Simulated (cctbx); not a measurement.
## Resonant diffraction in La2Nd7Pt6

Space group R-3 (no. 148), a = 9.0080 Å, b = 9.0080 Å, c = 16.6700 Å, α = 90.00°, β = 90.00°, γ = 120.00°.

```csv
atom,mult.,x,y,z,Ueq (Å²)
Pt1,18,0.9492,0.2667,0.0949,0.0063
Nd1,18,0.3204,0.4018,0.0780,0.0070
Nd2,3,0,0,0,0.0068
La1,6,1/3,2/3,0.8701,0.0085
```

This is a model crystal, built by substitution and not relaxed, with assumed displacement parameters.

Calculated with cctbx: free-atom f′ and f″ from the Sasaki tables, no fine structure; amplitudes in electrons.

```csv
E (eV),F 1 1 0,F 3 -1 1,F 0 2 1,F 2 1 1
10964,400.6,60.0,51.8,866.4
11314,386.6,62.2,38.4,865.3
11444,375.6,63.9,29.3,864.1
11504,364.9,65.6,22.8,862.9
11534,354.2,67.3,20.3,861.6
11549,343.5,69.0,23.3,860.3
11556,333.9,70.5,29.3,859.1
11560,323.6,72.1,37.4,857.8
11568,327.6,71.9,45.9,858.1
11572,339.3,70.0,37.6,859.6
11579,349.6,68.4,32.2,860.9
11594,360.7,66.6,29.7,862.4
11624,371.7,64.8,31.3,863.8
11714,386.1,62.5,38.4,865.7
11964,400.6,60.2,48.7,867.7
```

**Question.** Which edge is crossed, and why do the reflections move as they do?

The L3 edge of Pt. The edge is at 11564 eV. f′ of Pt falls from -12.1 e at 11444 eV to -18.7 e at 4 eV below it, and f″ steps from 3.87 to 10.19 e across it. Over that approach |F| changes by -14 % (1 1 0), +13 % (3 -1 1), +28 % (0 2 1) and -1 % (2 1 1): a reflection falls where Pt scatters in phase with the total and rises where it scatters against it; it hardly moves where the Pt term is small or cancels by symmetry. Above the edge the larger f″ enters the imaginary part, where it can add to or cancel the other atoms' f″. The structure is centrosymmetric, so Friedel mates stay equal.

[Logs are printed without paths, hosts, clocks, repeated set-up lines and the standing remarks that a program may print on its own settings, such as how far it seeks lower states.]
